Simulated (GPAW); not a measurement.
# Nb L₃ ELNES/XANES of NbAl3 (I4/mmm) from DFT

Aim: the near-edge shape at the Nb L₃ edge of NbAl3 (I4/mmm), and what the core hole does to it.

Main program and level: GPAW 26.7.0; X-ray absorption from dipole matrix elements to empty bands, plane-wave PAW LDA.

Report form: the programs' logs are mostly left out.

### Step 1. The starting structure

The structure is tetragonal, space group I4/mmm (No. 139). The conventional cell has a = 3.834 Å, b = 3.834 Å, c = 8.585 Å, α = 90.00°, β = 90.00°, γ = 90.00°. Nearest to Nb lie 12 Al at 2.71 to 2.88 Å. Al has 8 Al at 2.71 to 2.88 Å and 4 Nb at 2.88 Å nearest. Nearest to Al lie 4 Nb at 2.71 Å and 8 Al at 2.88 Å. Farther neighbours are not listed.

### Step 2. Ground state of the crystal

The ground state comes first: it tells whether the system has a gap, which decides how the excited electron is treated.

scf.py reads:

```python
import numpy as np
from ase import Atoms
from ase.parallel import parprint, paropen
from gpaw import GPAW, PW, FermiDirac, Mixer, MixerDif, setup_paths
from gpaw.test import gen
setup_paths.insert(0, '.')
gen('Nb', name='nch2p', xcname='LDA', corehole=(2, 1, 0), write_xml=True)
from gpaw.mpi import world
world.barrier()

atoms = Atoms('NbAl3',
    cell=[[-1.91698292, 1.91698292, 4.29245035],
     [1.91698292, -1.91698292, 4.29245035],
     [1.91698292, 1.91698292, -4.29245035]],
    scaled_positions=[[0, 0, 0],
     [0.25, 0.75, 0.5],
     [0.75, 0.25, 0.5],
     [0.5, 0.5, 0]],
    pbc=True)
atoms.calc = calc = GPAW(legacy_gpaw=True, mode=PW(430, force_complex_dtype=True), xc='LDA', setups={0: 'nch2p'},
    kpts={'size': (9, 9, 9), 'gamma': True}, occupations=FermiDirac(0.05),
    charge=0, mixer=Mixer(0.1, 5, 50), maxiter=150,
    convergence={'density': 0.0001, 'eigenstates': 1e-6}, txt='scf.txt')
energy = atoms.get_potential_energy() + calc.get_reference_energy()
ef = calc.get_fermi_level()
out = dict(energy=energy, fermi=ef, forces=atoms.get_forces().tolist())
parprint(f'all-electron energy {energy:.4f} eV, Fermi level {ef:.4f} eV')
ev = np.array([[calc.get_eigenvalues(k, s) for k in range(len(calc.get_ibz_k_points()))] for s in range(calc.get_number_of_spins())])
out['homo'], out['lumo'], out['counts'] = ev[ev < ef].max(), ev[ev > ef].min(), sorted(set((ev < ef).sum((0, 2)).tolist()))
out['filled'] = (ev[:, 0] < ef).sum(1).tolist()
import json
with paropen('out.json', 'w') as f:
    json.dump(out, f)
```

On the command line:

```bash
OMP_NUM_THREADS=1 mpirun -n 4 gpaw python scf.py
```

Wall time 13 s (4 MPI ranks of Intel Xeon Platinum 8488C (Sapphire Rapids), shared host); peak memory 0.2 GiB.

The mesh shows no gap, so the system is treated as a metal and the core electron is put at the Fermi level (neutral cell).

### Step 3. Spectrum without a core hole, Nb atom 1

Without a hole the spectrum is the empty density of states of the right symmetry on the absorber, weighted by matrix elements. It needs only the small cell and serves as the baseline. The data set with a hole of occupation 0 only carries the core orbital.

The absorber has 4 Al at 2.71 Å and 8 Al at 2.88 Å (distorted cuboctahedral, site symmetry 4/mmm).

xas.py reads:

```python
import numpy as np
from ase import Atoms
from ase.parallel import parprint, paropen
from gpaw import GPAW, PW, FermiDirac, Mixer, MixerDif, setup_paths
from gpaw.test import gen
setup_paths.insert(0, '.')
gen('Nb', name='nch2p', xcname='LDA', corehole=(2, 1, 0), write_xml=True)
from gpaw.mpi import world
world.barrier()

atoms = Atoms('NbAl3',
    cell=[[-1.91698292, 1.91698292, 4.29245035],
     [1.91698292, -1.91698292, 4.29245035],
     [1.91698292, 1.91698292, -4.29245035]],
    scaled_positions=[[0, 0, 0],
     [0.25, 0.75, 0.5],
     [0.75, 0.25, 0.5],
     [0.5, 0.5, 0]],
    pbc=True)
atoms.calc = calc = GPAW(legacy_gpaw=True, mode=PW(430, force_complex_dtype=True), xc='LDA', setups={0: 'nch2p'},
    kpts={'size': (12, 12, 12), 'gamma': True}, occupations=FermiDirac(0.1),
    charge=0, mixer=Mixer(0.1, 5, 50), maxiter=150,
    convergence={'density': 0.0001, 'eigenstates': 1e-6}, txt='scf.txt')
energy = atoms.get_potential_energy() + calc.get_reference_energy()
ef = calc.get_fermi_level()
out = dict(energy=energy, fermi=ef, forces=atoms.get_forces().tolist())
parprint(f'all-electron energy {energy:.4f} eV, Fermi level {ef:.4f} eV')
ev = np.array([[calc.get_eigenvalues(k, s) for k in range(len(calc.get_ibz_k_points()))] for s in range(calc.get_number_of_spins())])
out['homo'], out['lumo'], out['counts'] = ev[ev < ef].max(), ev[ev > ef].min(), sorted(set((ev < ef).sum((0, 2)).tolist()))
out['filled'] = (ev[:, 0] < ef).sum(1).tolist()

from ase.units import Ha
from gpaw.xas import dipole_matrix_elements
nb = int(calc.get_number_of_electrons() / 2) + 46
top, nb = nb, nb + 8 + nb // 12
nscf = calc.fixed_density(kpts={'size': (8, 8, 8), 'gamma': True}, nbands=nb,
    convergence={'bands': top, 'eigenstates': 5e-3}, maxiter=60, txt='nscf.txt')
cell = atoms.cell.array
ops = [cell.T @ U.T @ np.linalg.inv(cell.T) for U in nscf.wfs.kd.symmetry.op_scc]
E = np.arange(-25, 34, 0.1)
fwhm = np.interp(E, [4, 25], [1.66, 3.5])
Y, X, zero, highest = 0, 0, 1e9, 1e9
for spin in range(nscf.get_number_of_spins()):
    wfs = nscf.wfs
    mine = wfs.bd.get_slice()  # this rank's bands
    A = dipole_matrix_elements(wfs.setups[0])
    eps = np.zeros((wfs.kd.nibzkpts, nb))
    d = np.zeros((3, A.shape[1], wfs.kd.nibzkpts, nb), complex)
    for kpt in wfs.kpt_u:
        if kpt.s == spin and 0 in kpt.P_ani:
            eps[kpt.k, mine] = kpt.eps_n * Ha
            d[:, :, kpt.k, mine] = (kpt.weight * wfs.nspins / 2) ** 0.5 * np.inner(A, kpt.P_ani[0])
    world.sum(eps)
    world.sum(d)
    T = np.einsum('amkn,bmkn->abkn', d, d.conj()).real
    T = sum(np.einsum('ai,ijkn,bj->abkn', R, T, R) for R in ops) / len(ops)
    empty = eps > ef
    zero, highest = min(zero, eps[empty].min()), min(highest, eps[:, top - 1].min())
    lines = [(eps, T, empty)] if spin == 0 else lines + [(eps, T, empty)]
for eps, T, empty in lines:
    f = np.einsum('aakn->akn', T).reshape(3, -1)
    x = eps.ravel() - zero
    w = np.interp(x, E, fwhm) / 2.35482
    g = np.exp(-0.5 * ((E[:, None] - x) / w) ** 2) / (w * (2 * np.pi) ** 0.5)
    Y = Y + (f * empty.ravel()) @ g.T
    X = X + (f * ~empty.ravel()) @ g.T
out.update(E=E.round(2).tolist(), xas=Y.tolist(), xes=X.tolist(), zero=zero, valid=highest - zero, nk=len(eps), nb=nb)
for i in range(0, len(E), 10):
    parprint(f'{E[i]:7.2f}', *(f'{v:10.3e}' for v in Y[:, i]))
import json
with paropen('out.json', 'w') as f:
    json.dump(out, f)
```

On the command line:

```bash
OMP_NUM_THREADS=1 mpirun -n 4 gpaw python xas.py
```

Elapsed: 31 s, on 4 MPI ranks; peak memory 0.28 GiB.

The Nb L₃ spectrum, Nb atom 1, no core hole (energy from the lowest empty level; intensity scaled to a mean of 1 over the first 20 eV; polarised curves are means over the symmetry-equivalent atoms):

| E (eV) | isotropic | ε ⊥ c | ε ∥ c |
| --- | --- | --- | --- |
| -2.0 | 0.00 | 0.00 | 0.00 |
| -1.0 | 0.06 | 0.06 | 0.05 |
| 0.0 | 0.63 | 0.65 | 0.58 |
| 1.0 | 2.01 | 2.10 | 1.82 |
| 2.0 | 2.01 | 2.12 | 1.81 |
| 3.0 | 1.69 | 1.67 | 1.71 |
| 4.0 | 1.86 | 1.71 | 2.15 |
| 5.0 | 1.35 | 1.24 | 1.55 |
| 6.0 | 1.10 | 1.09 | 1.12 |
| 7.0 | 1.14 | 1.20 | 1.02 |
| 8.0 | 1.00 | 1.05 | 0.89 |
| 9.0 | 0.86 | 0.87 | 0.83 |
| 10.0 | 0.78 | 0.77 | 0.79 |
| 11.0 | 0.72 | 0.71 | 0.75 |
| 12.0 | 0.72 | 0.71 | 0.74 |
| 13.0 | 0.68 | 0.67 | 0.68 |
| 14.0 | 0.62 | 0.62 | 0.60 |
| 15.0 | 0.59 | 0.61 | 0.55 |
| 16.0 | 0.58 | 0.61 | 0.53 |
| 17.0 | 0.56 | 0.59 | 0.51 |
| 18.0 | 0.53 | 0.55 | 0.50 |
| 19.0 | 0.50 | 0.50 | 0.50 |
| 20.0 | 0.46 | 0.45 | 0.49 |
| 21.0 | 0.41 | 0.40 | 0.44 |
| 22.0 | 0.36 | 0.35 | 0.38 |
| 23.0 | 0.31 | 0.31 | 0.33 |
| 24.0 | 0.29 | 0.28 | 0.30 |
| 25.0 | 0.28 | 0.28 | 0.29 |
| 26.0 | 0.30 | 0.29 | 0.31 |
| 27.0 | 0.34 | 0.33 | 0.37 |
| 28.0 | 0.42 | 0.40 | 0.45 |
| 29.0 | 0.52 | 0.51 | 0.53 |
| 30.0 | 0.61 | 0.61 | 0.61 |
| 31.0 | 0.67 | 0.68 | 0.66 |
| 32.0 | 0.70 | 0.70 | 0.69 |

Main maxima below 30 eV (height): 1.4 eV (2.26) and 3.8 eV (1.87). At an L edge the dipole rule selects empty d (and weakly s) states on the absorber, and the strong line at the onset measures the empty part of its d band.

The same matrix elements for filled bands give the Nb L₃ emission of Nb atom 1 (ground-state approximation; energy from the lowest empty level, largest value 1):

| E (eV) | emission |
| --- | --- |
| -24.00 | 0.00 |
| -23.25 | 0.00 |
| -22.50 | 0.00 |
| -21.75 | 0.00 |
| -21.00 | 0.00 |
| -20.25 | 0.00 |
| -19.50 | 0.00 |
| -18.75 | 0.00 |
| -18.00 | 0.00 |
| -17.25 | 0.00 |
| -16.50 | 0.00 |
| -15.75 | 0.00 |
| -15.00 | 0.00 |
| -14.25 | 0.00 |
| -13.50 | 0.00 |
| -12.75 | 0.00 |
| -12.00 | 0.00 |
| -11.25 | 0.00 |
| -10.50 | 0.00 |
| -9.75 | 0.01 |
| -9.00 | 0.01 |
| -8.25 | 0.01 |
| -7.50 | 0.03 |
| -6.75 | 0.05 |
| -6.00 | 0.07 |
| -5.25 | 0.11 |
| -4.50 | 0.17 |
| -3.75 | 0.27 |
| -3.00 | 0.49 |
| -2.25 | 0.83 |
| -1.50 | 1.00 |
| -0.75 | 0.80 |
| 0.00 | 0.39 |
| 0.75 | 0.09 |
| 1.50 | 0.01 |
| 2.25 | 0.00 |
| 3.00 | 0.00 |

Emission maxima: -1.6 eV (1.00).

### Step 4. Supercell without a hole, the energy reference

The photon energy needs a difference of total energies, so the cell and mesh of the coming hole run are first run without a hole.

scf.py: that of step 2 with these lines changed.

```diff
@@ -10,13 +10,25 @@
 
-atoms = Atoms('NbAl3',
-    cell=[[-1.91698292, 1.91698292, 4.29245035],
-     [1.91698292, -1.91698292, 4.29245035],
-     [1.91698292, 1.91698292, -4.29245035]],
+atoms = Atoms('Nb4Al12',
+    cell=[[3.83396585, -3.83396585, 0],
+     [-3.83396585, -3.83396585, 0],
+     [0, 3.83396585, -8.58490071]],
     scaled_positions=[[0, 0, 0],
+     [0.75, 0.25, 0.5],
+     [0.5, 0.5, 0],
      [0.25, 0.75, 0.5],
-     [0.75, 0.25, 0.5],
-     [0.5, 0.5, 0]],
+     [0.125, 0.625, 0.75],
+     [0.875, 0.875, 0.25],
+     [0.625, 0.125, 0.75],
+     [0.375, 0.375, 0.25],
+     [0.625, 0.625, 0.75],
+     [0.375, 0.875, 0.25],
+     [0.125, 0.125, 0.75],
+     [0.875, 0.375, 0.25],
+     [0.75, 0.75, 0.5],
+     [0.5, 0, 0],
+     [0.25, 0.25, 0.5],
+     [0, 0.5, 0]],
     pbc=True)
 atoms.calc = calc = GPAW(legacy_gpaw=True, mode=PW(430, force_complex_dtype=True), xc='LDA', setups={0: 'nch2p'},
-    kpts={'size': (9, 9, 9), 'gamma': True}, occupations=FermiDirac(0.05),
+    kpts={'size': (4, 4, 4), 'gamma': True}, occupations=FermiDirac(0.1),
     charge=0, mixer=Mixer(0.1, 5, 50), maxiter=150,
```

On the command line:

```bash
OMP_NUM_THREADS=1 mpirun -n 4 gpaw python scf.py
```

Elapsed: 49 s, on 4 MPI ranks; peak memory 0.39 GiB.

Reference energy: -494225.866 eV with the cores included.

### Step 5. Spectrum with XCH, Nb atom 1

The holes are 5.4 Å apart. In GPAW the data set carries the hole's charge, so charge=0 means a charged cell and charge=-1 a neutral one. The excited electron is kept in the cell, where it fills the lowest empty states and screens the hole. After the field has converged, empty bands are computed with the density fixed and the dipole matrix elements are summed.

xas.py: that of step 3 with these lines changed.

```diff
@@ -6,3 +6,3 @@
 setup_paths.insert(0, '.')
-gen('Nb', name='nch2p', xcname='LDA', corehole=(2, 1, 0), write_xml=True)
+gen('Nb', name='fch2p', xcname='LDA', corehole=(2, 1, 1), write_xml=True)
 from gpaw.mpi import world
@@ -10,14 +10,26 @@
 
-atoms = Atoms('NbAl3',
-    cell=[[-1.91698292, 1.91698292, 4.29245035],
-     [1.91698292, -1.91698292, 4.29245035],
-     [1.91698292, 1.91698292, -4.29245035]],
+atoms = Atoms('Nb4Al12',
+    cell=[[3.83396585, -3.83396585, 0],
+     [-3.83396585, -3.83396585, 0],
+     [0, 3.83396585, -8.58490071]],
     scaled_positions=[[0, 0, 0],
+     [0.75, 0.25, 0.5],
+     [0.5, 0.5, 0],
      [0.25, 0.75, 0.5],
-     [0.75, 0.25, 0.5],
-     [0.5, 0.5, 0]],
+     [0.125, 0.625, 0.75],
+     [0.875, 0.875, 0.25],
+     [0.625, 0.125, 0.75],
+     [0.375, 0.375, 0.25],
+     [0.625, 0.625, 0.75],
+     [0.375, 0.875, 0.25],
+     [0.125, 0.125, 0.75],
+     [0.875, 0.375, 0.25],
+     [0.75, 0.75, 0.5],
+     [0.5, 0, 0],
+     [0.25, 0.25, 0.5],
+     [0, 0.5, 0]],
     pbc=True)
-atoms.calc = calc = GPAW(legacy_gpaw=True, mode=PW(430, force_complex_dtype=True), xc='LDA', setups={0: 'nch2p'},
-    kpts={'size': (12, 12, 12), 'gamma': True}, occupations=FermiDirac(0.1),
-    charge=0, mixer=Mixer(0.1, 5, 50), maxiter=150,
+atoms.calc = calc = GPAW(legacy_gpaw=True, mode=PW(430, force_complex_dtype=True), xc='LDA', setups={0: 'fch2p'},
+    kpts={'size': (4, 4, 4), 'gamma': True}, occupations=FermiDirac(0.1),
+    charge=-1, mixer=Mixer(0.1, 5, 50), maxiter=150,
     convergence={'density': 0.0001, 'eigenstates': 1e-6}, txt='scf.txt')
@@ -33,5 +45,5 @@
 from gpaw.xas import dipole_matrix_elements
-nb = int(calc.get_number_of_electrons() / 2) + 46
+nb = int(calc.get_number_of_electrons() / 2) + 173
 top, nb = nb, nb + 8 + nb // 12
-nscf = calc.fixed_density(kpts={'size': (8, 8, 8), 'gamma': True}, nbands=nb,
+nscf = calc.fixed_density(kpts={'size': (4, 4, 4), 'gamma': True}, nbands=nb,
     convergence={'bands': top, 'eigenstates': 5e-3}, maxiter=60, txt='nscf.txt')
@@ -39,3 +51,3 @@
 ops = [cell.T @ U.T @ np.linalg.inv(cell.T) for U in nscf.wfs.kd.symmetry.op_scc]
-E = np.arange(-25, 34, 0.1)
+E = np.arange(-6, 34, 0.1)
 fwhm = np.interp(E, [4, 25], [1.66, 3.5])
```

On the command line:

```bash
OMP_NUM_THREADS=1 mpirun -n 4 gpaw python xas.py
```

It took 2.6 min on 4 MPI ranks; peak memory 0.59 GiB; 10 min of CPU time.

The Nb L₃ spectrum, Nb atom 1, excited-electron core hole (neutral cell) (energy from the lowest empty level; intensity scaled to a mean of 1 over the first 20 eV; polarised curves are means over the symmetry-equivalent atoms):

| E (eV) | isotropic | ε ⊥ c | ε ∥ c |
| --- | --- | --- | --- |
| -2.0 | 0.01 | 0.01 | 0.00 |
| -1.5 | 0.06 | 0.07 | 0.04 |
| -1.0 | 0.27 | 0.31 | 0.20 |
| -0.5 | 0.88 | 0.99 | 0.68 |
| 0.0 | 1.85 | 2.02 | 1.52 |
| 0.5 | 2.63 | 2.78 | 2.32 |
| 1.0 | 2.70 | 2.77 | 2.55 |
| 1.5 | 2.24 | 2.24 | 2.25 |
| 2.0 | 1.91 | 1.87 | 2.00 |
| 2.5 | 1.91 | 1.83 | 2.07 |
| 3.0 | 1.97 | 1.85 | 2.23 |
| 3.5 | 1.86 | 1.71 | 2.17 |
| 4.0 | 1.58 | 1.46 | 1.83 |
| 4.5 | 1.27 | 1.20 | 1.40 |
| 5.0 | 1.05 | 1.03 | 1.07 |
| 5.5 | 0.99 | 1.02 | 0.94 |
| 6.0 | 1.03 | 1.09 | 0.93 |
| 6.5 | 1.07 | 1.14 | 0.93 |
| 7.0 | 1.03 | 1.11 | 0.89 |
| 7.5 | 0.95 | 1.01 | 0.84 |
| 8.0 | 0.87 | 0.91 | 0.81 |
| 8.5 | 0.81 | 0.82 | 0.79 |
| 9.0 | 0.74 | 0.74 | 0.76 |
| 9.5 | 0.69 | 0.67 | 0.72 |
| 10.0 | 0.66 | 0.64 | 0.69 |
| 10.5 | 0.66 | 0.65 | 0.69 |
| 11.0 | 0.68 | 0.67 | 0.69 |
| 11.5 | 0.69 | 0.68 | 0.69 |
| 12.0 | 0.68 | 0.67 | 0.68 |
| 12.5 | 0.64 | 0.64 | 0.65 |
| 13.0 | 0.61 | 0.61 | 0.61 |
| 13.5 | 0.58 | 0.58 | 0.57 |
| 14.0 | 0.57 | 0.58 | 0.54 |
| 14.5 | 0.57 | 0.59 | 0.53 |
| 15.0 | 0.58 | 0.61 | 0.52 |
| 15.5 | 0.58 | 0.61 | 0.51 |
| 16.0 | 0.57 | 0.60 | 0.51 |
| 16.5 | 0.55 | 0.58 | 0.50 |
| 17.0 | 0.53 | 0.55 | 0.50 |
| 17.5 | 0.51 | 0.52 | 0.50 |
| 18.0 | 0.49 | 0.49 | 0.50 |
| 18.5 | 0.48 | 0.47 | 0.49 |
| 19.0 | 0.46 | 0.45 | 0.48 |
| 19.5 | 0.44 | 0.43 | 0.47 |
| 20.0 | 0.43 | 0.41 | 0.45 |
| 20.5 | 0.41 | 0.39 | 0.43 |
| 21.0 | 0.39 | 0.37 | 0.41 |
| 21.5 | 0.37 | 0.35 | 0.39 |
| 22.0 | 0.35 | 0.34 | 0.37 |
| 22.5 | 0.33 | 0.32 | 0.35 |
| 23.0 | 0.32 | 0.31 | 0.33 |
| 23.5 | 0.31 | 0.30 | 0.32 |
| 24.0 | 0.30 | 0.29 | 0.31 |
| 24.5 | 0.30 | 0.30 | 0.31 |
| 25.0 | 0.31 | 0.30 | 0.32 |
| 25.5 | 0.32 | 0.31 | 0.33 |
| 26.0 | 0.34 | 0.33 | 0.35 |
| 26.5 | 0.37 | 0.36 | 0.39 |
| 27.0 | 0.41 | 0.40 | 0.43 |
| 27.5 | 0.46 | 0.45 | 0.49 |
| 28.0 | 0.52 | 0.51 | 0.54 |
| 28.5 | 0.58 | 0.57 | 0.60 |
| 29.0 | 0.64 | 0.63 | 0.65 |
| 29.5 | 0.68 | 0.68 | 0.69 |
| 30.0 | 0.72 | 0.72 | 0.71 |
| 30.5 | 0.74 | 0.74 | 0.73 |
| 31.0 | 0.75 | 0.75 | 0.74 |

Main maxima below 30 eV (height): 0.8 eV (2.77), 3.0 eV (1.97) and 6.6 eV (1.07). 

### Step 6. Spectrum with FCH, Nb atom 1

The holes are 5.4 Å apart. In GPAW the data set carries the hole's charge, so charge=0 means a charged cell and charge=-1 a neutral one. The excited electron is left out and a uniform background balances the charge. After the field has converged, empty bands are computed with the density fixed and the dipole matrix elements are summed.

Changed against the first core-hole run: core hole to FCH.

xas.py: that of step 5 with these lines changed.

```diff
@@ -33,3 +33,3 @@
     kpts={'size': (4, 4, 4), 'gamma': True}, occupations=FermiDirac(0.1),
-    charge=-1, mixer=Mixer(0.1, 5, 50), maxiter=150,
+    charge=0, mixer=Mixer(0.1, 5, 50), maxiter=150,
     convergence={'density': 0.0001, 'eigenstates': 1e-6}, txt='scf.txt')
```

It took 2.6 min on 4 MPI ranks; peak memory 0.59 GiB.

| E (eV) | first run | this run |
| --- | --- | --- |
| -2.0 | 0.01 | 0.01 |
| -1.0 | 0.27 | 0.22 |
| 0.0 | 1.85 | 1.66 |
| 1.0 | 2.70 | 2.79 |
| 2.0 | 1.91 | 1.94 |
| 3.0 | 1.97 | 1.90 |
| 4.0 | 1.58 | 1.67 |
| 5.0 | 1.05 | 1.09 |
| 6.0 | 1.03 | 0.97 |
| 7.0 | 1.03 | 1.03 |
| 8.0 | 0.87 | 0.89 |
| 9.0 | 0.74 | 0.75 |
| 10.0 | 0.66 | 0.65 |
| 11.0 | 0.68 | 0.65 |
| 12.0 | 0.68 | 0.67 |
| 13.0 | 0.61 | 0.61 |
| 14.0 | 0.57 | 0.56 |
| 15.0 | 0.58 | 0.56 |
| 16.0 | 0.57 | 0.56 |
| 17.0 | 0.53 | 0.53 |
| 18.0 | 0.49 | 0.49 |
| 19.0 | 0.46 | 0.46 |
| 20.0 | 0.43 | 0.43 |
| 21.0 | 0.39 | 0.39 |
| 22.0 | 0.35 | 0.35 |
| 23.0 | 0.32 | 0.32 |
| 24.0 | 0.30 | 0.30 |
| 25.0 | 0.31 | 0.30 |
| 26.0 | 0.34 | 0.32 |
| 27.0 | 0.41 | 0.38 |
| 28.0 | 0.52 | 0.48 |
| 29.0 | 0.64 | 0.60 |
| 30.0 | 0.72 | 0.69 |
| 31.0 | 0.75 | 0.74 |

Against the first run the r.m.s. difference is 5 %. The highest intensity below 24 eV goes from 0.8 eV (2.77) to 1.0 eV (2.79).

The photon energy of the zero moves by -0.06 eV.

### Step 7. Reference energy of the supercell

The cutoff changes for the next run, so it gets a reference energy of its own.

scf.py: that of step 4 with these lines changed.

```diff
@@ -31,3 +31,3 @@
     pbc=True)
-atoms.calc = calc = GPAW(legacy_gpaw=True, mode=PW(430, force_complex_dtype=True), xc='LDA', setups={0: 'nch2p'},
+atoms.calc = calc = GPAW(legacy_gpaw=True, mode=PW(600, force_complex_dtype=True), xc='LDA', setups={0: 'nch2p'},
     kpts={'size': (4, 4, 4), 'gamma': True}, occupations=FermiDirac(0.1),
```

On the command line:

```bash
OMP_NUM_THREADS=1 mpirun -n 4 gpaw python scf.py
```

It took 81 s on 4 MPI ranks; peak memory 0.53 GiB; 5.4 min of CPU time.

Reference energy: -494225.912 eV with the cores included.

[end of part 1 of 2]

[Logs are printed without paths, hosts, clocks, repeated set-up lines and the standing remarks that a program may print on its own settings, such as how far it seeks lower states.]

[Hosts, paths, dates, database ids (printed as entryN), source tags and the programs' standing remarks are cut or masked in the printed files.]

[Lists of maxima count a maximum above −3 eV only where it reaches 4 % of the highest in the window and stands out from its surroundings by 2 % of it (1.5 % where it reaches 55 %); shoulders and weaker maxima are passed over, and of the rest the first, up to two pre-edge ones and the few strongest are named.]
